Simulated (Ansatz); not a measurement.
Rows from a G0W0 calculation on Te3As2 (Kalgoorlieite) (Ansatz 0.2.0; G0W0 on LDA, plane waves, PAW; 4×4×2 mesh, 1070 empty bands, screening to 140 eV, plasmon pole), in eV. Spin-orbit coupling is left out.

| row | k | band | start | Σx | Σc at the solution | Vxc |
| --- | --- | --- | --- | --- | --- | --- |
| A | (0.250, 0.250, -0.500) | c1 | 9.471 | -10.734 | -3.253 | -14.164 |
| B | (-0.500, -0.500, 0.000) | c1 | 9.384 | -10.309 | -3.064 | -13.487 |
| C | (0.250, 0.250, -0.500) | v1 | 8.863 | -14.880 | 0.046 | -14.804 |
| D | (-0.500, -0.500, 0.000) | v1 | 8.441 | -15.392 | 0.862 | -14.341 |
| E | (0.250, 0.250, -0.500) | c2 | 9.665 | -10.592 | -3.181 | -13.909 |
| F | (-0.500, -0.500, 0.000) | c2 | 9.679 | -9.803 | -3.425 | -13.358 |

Work out each quasiparticle level and how far it moved.

The quasiparticle equation reads E = start + Σx + Σc(E) − Vxc.

| row | E (eV) | shift (eV) |
| --- | --- | --- |
| A | 9.648 | +0.177 |
| B | 9.499 | +0.114 |
| C | 8.834 | −0.029 |
| D | 8.253 | −0.188 |
| E | 9.800 | +0.135 |
| F | 9.809 | +0.129 |

The gap over the computed points goes from 0.48 eV to 0.67 eV.

Limits: not at the basis limit; mesh may overstate the screening; no spin-orbit coupling; coarse k mesh.

[Runs of the session that timed out or met a known fault of the program may be left out.]

[Cells called generated may have been cut or substituted from an entry of the Crystallography Open Database or the Materials Project.]

[Hosts, paths, dates, database ids (printed as entryN), source tags and the programs' standing remarks are cut or masked in the printed files.]
